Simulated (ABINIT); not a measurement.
# SrCl2 (Fm-3m): G0W0 in ABINIT against the bands in the screening

How does the gap of SrCl2 (Fm-3m) converge in the bands in the screening?

Main program and level: ABINIT 10.8.3; PBE and many-body steps on it, plane waves.

This is a report of a sequence of runs, with most program output left out.

## Step 1: The structure

The structure is cubic, space group Fm-3m (No. 225). The conventional cell has a = 6.977 Å, b = 6.977 Å, c = 6.977 Å, α = 90.00°, β = 90.00°, γ = 90.00°. Sr has 8 Cl at 3.02 Å nearest. Nearest to Cl lie 4 Sr at 3.02 Å. Farther neighbours and most contacts between anions are not listed.

The cell and positions come from the Crystallography Open Database and are kept as given unless a step says otherwise.

## Step 2: Screening, 2×2×2 mesh, 20 bands, screening to 106.1 eV

This step: ABINIT 10.8.3; RPA screening on PBE, plane waves, norm-conserving pseudopotentials.

The RPA dielectric matrix is built and inverted for each q.

File run.abi:

```
acell 3*1.0 Angstrom
rprim 
  -0.000000000000 3.488350000000 3.488350000000
  3.488350000000 -0.000000000000 3.488350000000
  3.488350000000 3.488350000000 -0.000000000000
ntypat 2
znucl 38 17
natom 3
typat 1 2 2
xred 
  0.000000000000 0.000000000000 0.000000000000
  0.250000000000 0.250000000000 0.250000000000
  0.750000000000 0.750000000000 0.750000000000
pp_dirpath "pseudos"
pseudos "Sr.upf, Cl.upf"
ecut 28
ngkpt 2 2 2
nshiftk 1
shiftk 0 0 0
kptopt 1
chksymbreak 0
istwfk *1
occopt 1
irdwfk 1
optdriver 3
nband 20
ecuteps 3.9
inclvkb 2
awtr 1
symchi 1
indata_prefix "in"
outdata_prefix "out"
tmpdata_prefix "tmp"
```

Command:

```console
$ OMP_NUM_THREADS=1 mpirun -n 4 abinit run.abi > log
```

It took 2.7 s on 4 MPI ranks of Arm Neoverse V1, shared host; peak memory 0.13 GiB.

Numbers from this step:

```yaml
eps_infinity_with_local_fields_on_this_mesh_along_the_program_s_q_direction: 2.723
the_same_without_local_fields: 2.947
plasma_frequency: 19.74 eV
plane_waves_in_the_screening_matrix: 181
```

Local fields lower ε∞ by 8 %. On a Γ-centred mesh this coarse the value itself is usually too large, while a short band sum pulls it down.

## Step 3: 20 bands

The self-energy is evaluated for the states that the input lists, and the levels follow from it, in one-shot runs by the linearised quasiparticle equation.

This step: G0W0 on PBE, plane waves, norm-conserving pseudopotentials.

run.abi: that of step 2 with these lines changed.

```diff
@@ -24,8 +24,17 @@
 irdwfk 1
-optdriver 3
-nband 20
+optdriver 4
+nband 46
+gwcalctyp 0
+ecutsigx 28
+symsigma 1
+nkptgw 2
+kptgw 
+  0.5000000000 0.5000000000 0.0000000000
+  0.0000000000 0.0000000000 0.0000000000
+bdgw 
+  10 14
+  10 15
 ecuteps 3.9
-inclvkb 2
-awtr 1
-symchi 1
+irdscr 1
+ppmodel 1
 indata_prefix "in"
```

Elapsed: 3.7 s, on 4 MPI ranks; peak memory 0.57 GiB; 14 s of CPU time.

Numbers from this step:

| Quantity | Value |
| --- | --- |
| G0W0 gap on the points computed | 7.849 eV |
| starting gap on the mesh | 5.343 eV |
| k of the valence top | 0.5, 0.5, 0 |
| k of the conduction bottom | 0, 0, 0 |
| Z at the valence top | 0.82 |
| Z at the conduction bottom | 0.869 |
| least direct G0W0 gap on the computed points | 8.257 eV |

The gap on the mesh goes from 5.34 eV to 7.85 eV, a correction of +2.51 eV.

## Step 4: Screening, 2×2×2 mesh, 46 bands, screening to 106.1 eV

This step: RPA screening on PBE, plane waves, norm-conserving pseudopotentials.

run.abi: that of step 3 with these lines changed.

```diff
@@ -24,17 +24,8 @@
 irdwfk 1
-optdriver 4
+optdriver 3
 nband 46
-gwcalctyp 0
-ecutsigx 28
-symsigma 1
-nkptgw 2
-kptgw 
-  0.5000000000 0.5000000000 0.0000000000
-  0.0000000000 0.0000000000 0.0000000000
-bdgw 
-  10 14
-  10 15
 ecuteps 3.9
-irdscr 1
-ppmodel 1
+inclvkb 2
+awtr 1
+symchi 1
 indata_prefix "in"
```

It took 3.5 s on 4 MPI ranks; peak memory 0.49 GiB.

This step gave:

* ε∞ with local fields, on this mesh, along the program's q direction: 2.888
* the same without local fields: 3.397
* plasma frequency: 19.74 eV
* plane waves in the screening matrix: 181

## Step 5: 46 bands

This step: G0W0 on PBE, plane waves, norm-conserving pseudopotentials.

run.abi: that of step 4 with these lines changed.

```diff
@@ -24,8 +24,17 @@
 irdwfk 1
-optdriver 3
+optdriver 4
 nband 46
+gwcalctyp 0
+ecutsigx 28
+symsigma 1
+nkptgw 2
+kptgw 
+  0.5000000000 0.5000000000 0.0000000000
+  0.0000000000 0.0000000000 0.0000000000
+bdgw 
+  10 14
+  10 15
 ecuteps 3.9
-inclvkb 2
-awtr 1
-symchi 1
+irdscr 1
+ppmodel 1
 indata_prefix "in"
```

Wall time 3.6 s (4 MPI ranks); peak memory 0.57 GiB.

This step gave:

```
G0W0 gap on the points computed              : 7.217 eV
starting gap on the mesh                     : 5.343 eV
k of the valence top                         : 0.5, 0.5, 0
k of the conduction bottom                   : 0, 0, 0
Z at the valence top                         : 0.816
Z at the conduction bottom                   : 0.867
least direct G0W0 gap on the computed points : 7.631 eV
```

Against the run before, the gap moves by −0.632 eV.

## Step 6: Screening, 2×2×2 mesh, 92 bands, screening to 106.1 eV

This step: RPA screening on PBE, plane waves, norm-conserving pseudopotentials.

run.abi: that of step 5 with these lines changed.

```diff
@@ -24,17 +24,8 @@
 irdwfk 1
-optdriver 4
-nband 46
-gwcalctyp 0
-ecutsigx 28
-symsigma 1
-nkptgw 2
-kptgw 
-  0.5000000000 0.5000000000 0.0000000000
-  0.0000000000 0.0000000000 0.0000000000
-bdgw 
-  10 14
-  10 15
+optdriver 3
+nband 92
 ecuteps 3.9
-irdscr 1
-ppmodel 1
+inclvkb 2
+awtr 1
+symchi 1
 indata_prefix "in"
```

The job ended after 4.8 s (4 MPI ranks; peak memory 0.49 GiB).

Numbers from this step:

```yaml
eps_infinity_with_local_fields_on_this_mesh_along_the_program_s_q_direction: 2.898
the_same_without_local_fields: 3.404
plasma_frequency: 19.74 eV
plane_waves_in_the_screening_matrix: 181
```

## Step 7: 92 bands

This step: G0W0 on PBE, plane waves, norm-conserving pseudopotentials.

run.abi: that of step 6 with these lines changed.

```diff
@@ -24,8 +24,17 @@
 irdwfk 1
-optdriver 3
-nband 92
+optdriver 4
+nband 46
+gwcalctyp 0
+ecutsigx 28
+symsigma 1
+nkptgw 2
+kptgw 
+  0.5000000000 0.5000000000 0.0000000000
+  0.0000000000 0.0000000000 0.0000000000
+bdgw 
+  10 14
+  10 15
 ecuteps 3.9
-inclvkb 2
-awtr 1
-symchi 1
+irdscr 1
+ppmodel 1
 indata_prefix "in"
```

The job ended after 3.7 s (4 MPI ranks; peak memory 0.57 GiB).

Numbers from this step:

```yaml
g0w0_gap_on_the_points_computed: 7.168 eV
starting_gap_on_the_mesh: 5.343 eV
k_of_the_valence_top: 0.5, 0.5, 0
k_of_the_conduction_bottom: 0, 0, 0
least_direct_g0w0_gap_on_the_computed_points: 7.584 eV
```

Against the run before, the gap moves by −0.049 eV.

## Step 8: Side by side

Times are wall times on 4 MPI ranks of Arm Neoverse V1, shared host, good to a factor of about two. A run's time includes the screening step that it read.

```
     run   mesh  bands  screening cutoff (eV)  DFT gap (eV)  gap on the mesh (eV)  direct (eV)  ε∞ used   time
20 bands  2×2×2     46                  106.1         5.343                 7.849        8.257     2.72  6.4 s
46 bands  2×2×2     46                  106.1         5.343                 7.217        7.631     2.89  7.1 s
92 bands  2×2×2     46                  106.1         5.343                 7.168        7.584     2.90  8.5 s
```

## Step 9: What came out

| Item | Value |
| --- | --- |
| 20 bands | 7.849 eV |
| 46 bands | 7.217 eV |
| 92 bands | 7.168 eV |
| known limits | not at the basis limit; no spin-orbit coupling; coarse k mesh |

What this shows: The setting moved: bands in the screening. From 20 bands to 92 bands the gap moves by −0.68 eV. The last step still moves it by −0.049 eV. Bands and screening cutoff are coupled, so a series along one setting does not show full convergence. Bands and cutoff are finite, so the gap is not at the basis limit. The miss can reach some tenths of an eV and take either sign; the mesh is an error of its own. In the G0W0 runs levels were corrected at 2 k points alone, so a gap called «on the mesh» is the least over those, and an edge elsewhere would be missed. The 2×2×2 mesh is coarse for this cell, which bears on the long-range parts of exchange and screening. The many-body steps are scalar-relativistic: spin-orbit coupling is not in them.

[Paths, hosts, dates, memory and timing lines, banners, echoed tables and standing remarks are left out of the program output.]

[Logs are printed without paths, hosts, clocks, repeated set-up lines and the standing remarks that a program may print on its own settings, such as how far it seeks lower states.]

[Runs of the session that timed out or met a known fault of the program may be left out.]

[Hosts, paths, dates, database ids (printed as entryN), source tags and the programs' standing remarks are cut or masked in the printed files.]

[G0W0 gaps are taken among the corrected bands and points alone; a level outside them can change the order at an edge.]

[Where Ansatz stands beside ABINIT at settings called matched, ABINIT's density can come from a denser mesh and the files from another edition; pairs whose starting gaps differed by over 0.03 eV were left out, so agreement reads better than it is.]
